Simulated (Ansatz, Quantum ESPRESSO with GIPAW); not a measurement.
## BN: NMR parameters from first principles

Wanted: NMR shieldings and quadrupolar couplings for each site of BN.

Program: Quantum ESPRESSO with GIPAW 8.0dev (patched build). Level of theory: DFT, PBE, plane-wave PAW (pslibrary 1.0.0 recipes), scalar-relativistic, GIPAW; a patched development version of the program. Results are calculated unless marked as measured.

## 1. Set-up

The structure is hexagonal, space group P6_3/mmc (No. 194). Conventional cell: a = 2.498 Å, b = 2.498 Å, c = 6.636 Å, α = 90.00°, β = 90.00°, γ = 120.00°. Nearest to N lie 3 B at 1.44 Å. Nearest to B lie 3 N at 1.44 Å. Farther neighbours and most contacts between anions are not listed.

The cell is an entry of the Crystallography Open Database; it need not be the form that is stable at ambient conditions.

A relaxation of the atoms beforehand (Quantum ESPRESSO with GIPAW) moved none by more than 0.003 Å.

## 2. Self-consistent run

The shielding is a linear response of the occupied states, which this run provides. It is converged far beyond what an energy needs, since the response uses the wavefunctions themselves. No empty states are asked for: the response is solved without them. The mesh has a spacing of 0.32 Å⁻¹ at most. The PAW files were made with ld1.x from the pslibrary 1.0.0 recipes, with GIPAW reconstruction switched on.

Input file scf.in:

```
&control
  calculation = 'scf'
  prefix = 'x'
  outdir = './tmp/'
  pseudo_dir = './'
/
&system
  ibrav = 0
  nat = 4
  ntyp = 2
  ecutwfc = 55
  ecutrho = 340
  nbnd = 8
/
&electrons
  conv_thr = 1.0d-10
  mixing_beta = 0.7
  electron_maxstep = 100
/
ATOMIC_SPECIES
  N 14.007 N.pbe-n-kjpaw_psl.1.0.0-gipaw.UPF
  B 10.810 B.pbe-n-kjpaw_psl.1.0.0-gipaw.UPF
CELL_PARAMETERS angstrom
  2.49824000 0.00000000 0.00000000
  -1.24912000 2.16353930 0.00000000
  0.00000000 0.00000000 6.63570000
ATOMIC_POSITIONS crystal
  N 0.66666667 0.33333333 0.25000000
  N 0.33333333 0.66666667 0.75000000
  B 0.66666667 0.33333333 0.75000000
  B 0.33333333 0.66666667 0.25000000
K_POINTS automatic
  10 10 3 0 0 0
```

The run is started by

```sh
mpirun -np 4 pw.x -nk 4 -in scf.in > scf.out
```

What it wrote:

```text
using ibrav=0 with symmetry is DISCOURAGED, use correct ibrav instead

     bravais-lattice index     =            0
     lattice parameter (alat)  =       4.7210  a.u.
     unit-cell volume          =     242.0373 (a.u.)^3
     number of atoms/cell      =            4
     number of atomic types    =            2
     number of electrons       =        16.00
     number of Kohn-Sham states=            8
     kinetic-energy cutoff     =      55.0000  Ry
     charge density cutoff     =     340.0000  Ry
     scf convergence threshold =      1.0E-10
     mixing beta               =       0.7000
     number of iterations used =            8  plain     mixing
     Exchange-correlation= SLA-PW-PBX-PBC
                           (   1   4   3   4   0   0   0)
[...]
N                 5.00    14.00700     N ( 1.00)
     B                 3.00    10.81000     B ( 1.00)

     24 Sym. Ops., with inversion, found (12 have fractional translation)
[...]
number of k points=    28
[...]
Dense  grid:    25543 G-vectors     FFT dimensions: (  27,  27,  80)

     Smooth grid:    13319 G-vectors     FFT dimensions: (  24,  24,  60)

     Check: negative core charge=   -0.000006

     Initial potential from superposition of free atoms

     starting charge      15.9994, renormalised to      16.0000
     Starting wfcs are   16 randomized atomic wfcs

     Self-consistent Calculation

     iteration #  1     ecut=    55.00 Ry     beta= 0.70
     Davidson diagonalization with overlap
     ethr =  1.00E-02,  avg # of iterations =  2.0

     total energy              =     -79.44927104 Ry
     estimated scf accuracy    <       0.79801846 Ry

     iteration #  2     ecut=    55.00 Ry     beta= 0.70
     Davidson diagonalization with overlap
     ethr =  4.99E-03,  avg # of iterations =  2.8

     total energy              =     -79.67851734 Ry
     estimated scf accuracy    <       0.31350107 Ry

     iteration #  3     ecut=    55.00 Ry     beta= 0.70
     Davidson diagonalization with overlap
     ethr =  1.96E-03,  avg # of iterations =  2.0

     total energy              =     -79.71863090 Ry
     estimated scf accuracy    <       0.00670451 Ry

[...]
total energy              =     -79.72371476 Ry
[...]
iteration # 16     ecut=    55.00 Ry     beta= 0.70
     Davidson diagonalization with overlap
     ethr =  7.16E-12,  avg # of iterations =  2.5

     total energy              =     -79.72371476 Ry
     estimated scf accuracy    <          1.2E-10 Ry

     iteration # 17     ecut=    55.00 Ry     beta= 0.70
     Davidson diagonalization with overlap
     ethr =  7.29E-13,  avg # of iterations =  2.0

     End of self-consistent calculation
     [one-electron energies left out]

!    total energy              =     -79.72371476 Ry
     total all-electron energy =      -318.799989 Ry
     estimated scf accuracy    <          3.4E-14 Ry

     The total energy is the sum of the following terms:
     one-electron contribution =     -15.42339549 Ry
     hartree contribution      =      16.48580015 Ry
     xc contribution           =     -17.68184589 Ry
     ewald contribution        =     -36.74426614 Ry
     one-center paw contrib.   =     -26.36000739 Ry

     convergence has been achieved in  17 iterations
[...]
JOB DONE.
```

It took 4.7 s on 4 MPI ranks of Arm Neoverse V2, shared host; peak memory 0.26 GiB.

It converged in 17 cycles to an estimated accuracy of 3e-14 Ry, on 28 irreducible k-points.

## 3. GIPAW: job nmr

A uniform field breaks periodicity, so gipaw.x applies it as a wave of small q and takes the limit. It solves for the first-order states, builds the induced current and gets the field at each nucleus by Biot–Savart; the PAW spheres add what the smooth waves miss near the nuclei. pawproj makes the reconstruction use the PAW data sets' own projectors.

Input file nmr.in:

```
&inputgipaw
  job = 'nmr'
  prefix = 'x'
  tmp_dir = './tmp/'
  restart_mode = 'from_scratch'
  verbosity = 'low'
  q_gipaw = 0.01
  spline_ps = .true.
  conv_threshold = 1.0d-11
  use_nmr_macroscopic_shape = .false.
  pawproj(1) = .true.
  pawproj(2) = .true.
/
```

The run is started by

```sh
mpirun -np 4 gipaw.x -in nmr.in > nmr.out
```

What it wrote:

```text
[banner, memory and clock lines left out]
[a note of our patched build left out]

     Parallelizing q-star over 1 images

     IMPORTANT: XC functional enforced from input :
     Exchange-correlation= PBE
                           (   1   4   3   4   0   0   0)
     Any further DFT definition will be discarded
     Please, verify this is what you really want

     Check: negative core charge=   -0.000006
[...]
WARNING: some symmetry operations do not permute x, y and z, so the susceptibility and the shape term are
     wrong: all shieldings move alike (in wurtzite BN nosym gave 13 and 6 ppm more at 3 and 6 points an axis).
     Run pw.x with nosym, and raise the mesh until the susceptibility stays

     alpha_pv=     35.7826 eV

     spline_ps is .false., expect some extrapolation errors

     q-space interpolation up to    66.00 Rydberg

     GIPAW job: nmr
     NMR macroscopic correction: no
[...]
Computing the magnetic susceptibility     isolve=0    ethr=  0.1000E-10
     Starting from scratch
     k-point #    1 of    28      pool #  1    cpu time:       0.3
[...]
End of magnetic susceptibility calculation

     f-sum rule (1st term):
           -15.5897          0.0000         -0.0000
            -0.0000        -15.5897          0.0000
             0.0000          0.0000        -15.5805

     f-sum rule (2nd term):
            -0.2190          0.0000          0.0000
            -0.0000         -0.2190          0.0000
             0.0000          0.0000         -0.2291

     f-sum rule (should be   -15.8077):
           -15.8087          0.0000         -0.0000
            -0.0000        -15.8087          0.0000
             0.0000          0.0000        -15.8096

[... susceptibilities left out ...]
     Contributions to the NMR chemical shifts: -------------------------------

     Macroscopic shape contribution in ppm:                    0.00
             0.0000          0.0000          0.0000
             0.0000          0.0000          0.0000
             0.0000          0.0000          0.0000

     Core contribution in ppm:

     Atom  1  N   pos: (  0.500000  0.288675  0.664037)  core sigma:         235.78
     Atom  2  N   pos: ( -0.000000  0.577350  1.992112)  core sigma:         235.78
     Atom  3  B   pos: (  0.500000  0.288675  1.992112)  core sigma:         165.26
     Atom  4  B   pos: ( -0.000000  0.577350  0.664037)  core sigma:         165.26

     Bare contribution in ppm:

     Atom  1  N   pos: (  0.500000  0.288675  0.664037)  bare sigma:           0.70
[...]
Atom  2  N   pos: ( -0.000000  0.577350  1.992112)  bare sigma:           0.70
[...]
Atom  3  B   pos: (  0.500000  0.288675  1.992112)  bare sigma:         -64.20
[...]
Atom  4  B   pos: ( -0.000000  0.577350  0.664037)  bare sigma:         -64.20
[...]
Diamagnetic contribution in ppm:

     Atom  1  N   pos: (  0.500000  0.288675  0.664037)  dia sigma:           7.25
[...]
Atom  2  N   pos: ( -0.000000  0.577350  1.992112)  dia sigma:           7.25
[...]
Atom  3  B   pos: (  0.500000  0.288675  1.992112)  dia sigma:           3.42
[...]
Atom  4  B   pos: ( -0.000000  0.577350  0.664037)  dia sigma:           3.42
[...]
Paramagnetic contribution in ppm:

     Atom  1  N   pos: (  0.500000  0.288675  0.664037)  para sigma:         -85.52
[...]
Atom  2  N   pos: ( -0.000000  0.577350  1.992112)  para sigma:         -85.52
[...]
Atom  3  B   pos: (  0.500000  0.288675  1.992112)  para sigma:         -42.24
[...]
Atom  4  B   pos: ( -0.000000  0.577350  0.664037)  para sigma:         -42.24
[...]
Paramagnetic US occ-occ contribution in ppm:

     Atom  1  N   pos: (  0.500000  0.288675  0.664037)  para_oo sigma:          -0.40
[...]
Atom  2  N   pos: ( -0.000000  0.577350  1.992112)  para_oo sigma:          -0.40
[...]
Atom  3  B   pos: (  0.500000  0.288675  1.992112)  para_oo sigma:          -0.29
[...]
Atom  4  B   pos: ( -0.000000  0.577350  0.664037)  para_oo sigma:          -0.29
[...]
Paramagnetic US L_R Q_R contribution in ppm:

     Atom  1  N   pos: (  0.500000  0.288675  0.664037)  para_lq sigma:         -49.25
[...]
Atom  2  N   pos: ( -0.000000  0.577350  1.992112)  para_lq sigma:         -49.25
[...]
Atom  3  B   pos: (  0.500000  0.288675  1.992112)  para_lq sigma:          -3.66
[...]
Atom  4  B   pos: ( -0.000000  0.577350  0.664037)  para_lq sigma:          -3.66
[...]
Total NMR chemical shifts in ppm: ---------------------------------------
     (adopting the Simpson convention for anisotropy and asymmetry)-----------

     Atom  1  N   pos: (  0.500000  0.288675  0.664037)  Total sigma:         108.55
            35.0489         -0.0000         -0.0000
            -0.0000         35.0489          0.0000
            -0.0000          0.0000        255.5471

     N       1    anisotropy:    220.50    eta:    0.0000
[...]
Atom  2  N   pos: ( -0.000000  0.577350  1.992112)  Total sigma:         108.55
[... its tensor is left out ...]
     Atom  3  B   pos: (  0.500000  0.288675  1.992112)  Total sigma:          58.30
            45.5260          0.0000          0.0000
             0.0000         45.5260          0.0000
             0.0000          0.0000         83.8355

     B       3    anisotropy:     38.31    eta:    0.0000
[...]
Atom  4  B   pos: ( -0.000000  0.577350  0.664037)  Total sigma:          58.30
[... its tensor is left out ...]
```

Elapsed: 27 s, on 4 MPI ranks; peak memory 0.2 GiB; 1.8 min of CPU time.

The f-sum rule is met to 0.0019 of 15.8 (0.01 %). Converged shieldings require that this miss be small, but a small miss does not prove them. gipaw.x warns that with these symmetry operations the susceptibility and the shape term are unreliable; the other terms are not touched.

From the symmetric part of each tensor, with principal values σ11 ≤ σ22 ≤ σ33: σ_iso is their mean, the span is σ33 − σ11 and the skew 3(σ_iso − σ22)/span. (gipaw.x prints an anisotropy in another convention.)

```csv
site,atom no.,atoms in cell,σ_iso (ppm),span (ppm),skew
N,1,2,108.5,220.5,1.00
B,3,2,58.3,38.3,1.00
```

The macroscopic shape term is switched off. For a spherical sample the valence susceptibility of this run would add about 7 ppm to every site, a rough estimate, since the susceptibility converges slowly and lacks part of the PAW terms, above all in hexagonal and trigonal cells. Differences within the crystal don't depend on it, but shieldings of different compounds can't be compared to better than a few ppm without it.

An axis of order three or more runs through N and B, so two principal values coincide and the skew is ±1. In this run the largest span is that of N (site symmetry -6m2), with principal values 35.0, 35.0 and 255.5 ppm.

How the isotropic values are made up (ppm). The core part is that of the free atom's core; bare is the current of the smooth valence states; the last two are what the PAW spheres add to the diamagnetic and the paramagnetic current:

```csv
site,core,bare,"reconstruction, dia","reconstruction, para"
N,235.8,0.7,7.2,-135.2
B,165.3,-64.2,3.4,-46.2
```

## 4. Quadrupolar couplings

11B and 14N have a quadrupole moment, which couples to the field gradient and broadens the lines. The gradient is a property of the ground-state density and needs no response; it is taken from a second code that counts the whole PAW charge. C_Q = eQV_zz/h, with Q = 0.04059 barn for 11B, 0.02044 barn for 14N.

This step: DFT, PBE, plane-wave PAW, default files (PAW set soft_2), scalar-relativistic, field gradients (Ansatz 0.2.0), on the same atoms.

Input file input.yaml:

```yaml
crystal:
  lattice:
    - [2.49824, 0.0, 0.0]
    - [-1.24912, 2.1635393048, 0.0]
    - [0.0, 0.0, 6.6357]
  atoms:
    - { symbol: "N", position: [0.66666667, 0.33333333, 0.25] }
    - { symbol: "N", position: [0.33333333, 0.66666667, 0.75] }
    - { symbol: B, position: [0.66666667, 0.33333333, 0.75] }
    - { symbol: B, position: [0.33333333, 0.66666667, 0.25] }
kpoints:
  mp_grid: { grid: [10, 10, 3] }
scf:
  occupations: { method: fixed }
hamiltonian:
  xc: pbe
  pseudopotentials: { kind: paw, frozen_core: stored }
output:
  forces: false
  stress: false
  efg: { quadrupole_moments_barn: { "N": 0.02044, B: 0.04059 } }
```

The run is started by

```sh
ansatz run input.yaml --threads 4 --pin off --max-ram 8192MiB --backend cpu --events-out ev --progress --plain --runs-dir out
```

What it wrote:

```text
[... set-up, SCF cycles and energies left out ...]
--- PAW observables at the nuclei: V_zz in 10²¹ V/m², potentials from the cell's mean, atoms counted from 1 ---
  atom   1  N  V_zz =    -0.353386   η = 0.0000   by run symmetry: allowed   C_q = -0.1747 MHz
  atom   2  N  V_zz =    -0.353386   η = 0.0000   by run symmetry: allowed   C_q = -0.1747 MHz
  atom   3  B  V_zz =    +2.923088   η = 0.0000   by run symmetry: allowed   C_q = +2.8689 MHz
  atom   4  B  V_zz =    +2.923088   η = 0.0000   by run symmetry: allowed   C_q = +2.8689 MHz
[the lines on potentials at the nuclei are left out]
```

Wall time 0.82 s (4 threads); peak memory 0.24 GiB.

Among nuclei of half-integer spin the second-order effect is largest for 11B on B (spin 3/2, C_Q 2.87 MHz): at 9.4 T it moves the centre of gravity of the MAS line by -12 ppm from δ_iso, and by a quarter of that at twice the field, by δ_Q = −(3/40)(C_Q/ν0)²(1 + η²/3)[I(I+1) − 3/4]/[I²(2I−1)²] × 10⁶ ppm with ν0 = 128.4 MHz.

## 5. NMR parameters by site

Covalently bonded atoms count as neighbours within 1.18 times the sum of their radii. Otherwise a cation's neighbours lie within 1.2 times its shortest bond (1.3 for large cations, each anion's radius taken off where they differ), and an anion's are the cations that count it.

```csv
site,atom no.,atoms in cell,surroundings,bonds (Å),σ_iso (ppm),C_Q (MHz),η_Q
N,1,2,bound to B3,1.442,108.5,-0.17,0.00
B,3,2,BN3,1.442,58.3,2.87,0.00
```

Simulated spectrum: 11B fast MAS, 16.4 T (224.1 MHz), central transition to second order, lines broadened by 0.5 ppm; the axis counts ppm from the isotropic position of B, as −Δσ; rigid lattice, with dipolar and J couplings and satellite transitions left out.

offset (ppm), intensity and a bar:
```
     0.89       0.00 
     0.47       0.00 
     0.05       0.01 
    -0.37       0.01 
    -0.75       0.03 #
    -1.17       0.24 #######
    -1.59       0.99 ##############################
    -1.62       1.00 ##############################
    -1.98       0.74 ######################
    -2.39       0.55 ################
    -2.81       0.47 ##############
    -3.20       0.43 #############
    -3.62       0.41 ############
    -4.04       0.40 ############
    -4.45       0.40 ############
    -4.84       0.41 ############
    -5.26       0.44 #############
    -5.68       0.52 ################
    -6.06       0.71 #####################
    -6.22       0.78 ########################
    -6.48       0.56 #################
    -6.90       0.12 ####
    -7.29       0.08 ##
    -7.70       0.07 ##
    -8.12       0.07 ##
    -8.54       0.06 ##
    -8.93       0.06 ##
    -9.34       0.06 ##
    -9.76       0.05 ##
   -10.15       0.04 #
   -10.57       0.01 
   -10.99       0.00 
   -11.37       0.00 
   -11.79       0.00 
   -12.21       0.00 
   -12.59       0.00
```

Most prominent maxima (ppm: height): -1.62: 1.00, -6.22: 0.78.

Simulated spectrum: 15N MAS at 10 kHz, 11.7 T (50.5 MHz), lines broadened by 1 ppm; the axis counts ppm from the isotropic position of N, as −Δσ; rigid lattice, with dipolar and J couplings left out. Its lines over 1.5 % of the strongest:

```csv
offset (ppm),area
198.0,0.04
0.0,1.00
-198.0,0.03
```

Spinning sidebands lie 198.0 ppm apart.

## 6. Cost against result

Each row names what was changed: another mesh tests the sampling of the zone; another functional shows how far the paramagnetic term hangs on the exchange-correlation form; another cutoff tests the basis.

Changes of σ_iso (ppm) against the run above (PBE, cutoffs 55 and 340 Ry, mesh 10×10×3, 2.1 min). Times are CPU times of pw.x and gipaw.x together, on 4 MPI ranks of Arm Neoverse V2, shared host; on a shared host they are rough. A run is marked as doubtful where the f-sum miss passes 0.015 electrons, or that much for each three atoms in larger cells (with Tl, Pb, Hg, Bi or Sn a third of that, or a mesh spacing over 0.26 Å⁻¹), or where the susceptibility is unphysically large.

```csv
run,CPU time,f-sum miss,N,B
mesh 12×12×4,4.1 min,7.0e-4,+0.0,-0.0
LDA,2.1 min,0.0024,-9.4,-3.6
cutoffs 40 and 340 Ry (coarse on purpose),75 s,0.0063,-0.2,-0.1
mesh 6×6×2 (marked),71 s,0.023,-0.8,-0.2
Wu-Cohen,2.2 min,0.0022,-2.7,-0.1
```

The largest move is -9.4 ppm, on N, from LDA.

## 7. What came out

```json
{
 "11B shielding without shape term": "58.3 ppm",
 "11B size of C_Q": "2.87 MHz",
 "15N shielding without shape term": "108.5 ppm",
 "14N size of C_Q": "0.17 MHz"
}
```

In words: 11B has one site (BN3), with isotropic shielding 58.3 ppm (shape term left out) and C_Q 2.87 MHz. A shift needs a reference, δ = σ_ref − σ, fixed on measured compounds; for 11B of this kind at this level too few were at hand, or they scattered too widely about a line, so none is given. Going to mesh 12×12×4 changes no isotropic shielding by more than 0.014 ppm, so the main run is converged in that respect. A higher cutoff was not carried through on these files. The cheaper run with cutoffs 40 and 340 Ry takes about 60 % of the time and is off by 0.14 ppm on B, and by 0.2 ppm at most. The largest change with the functional is 9.4 ppm in absolute shielding; part of that drops out once each functional has its own reference line. This build of gipaw.x prints that it is not audited and that its numbers are no references by themselves. It also reports spline_ps as false although the input sets it; why was not traced.

[Banner, clock, file and message-heading lines were taken out of the pw.x and gipaw.x logs.]

[Logs are printed without paths, hosts, clocks, repeated set-up lines and the standing remarks that a program may print on its own settings, such as how far it seeks lower states.]

[Hosts, paths, dates, database ids (printed as entryN), source tags and the programs' standing remarks are cut or masked in the printed files.]

[Where no reference line passes its bar on scatter, no shift is given, so a measured shift of this compound may stand uncompared.]
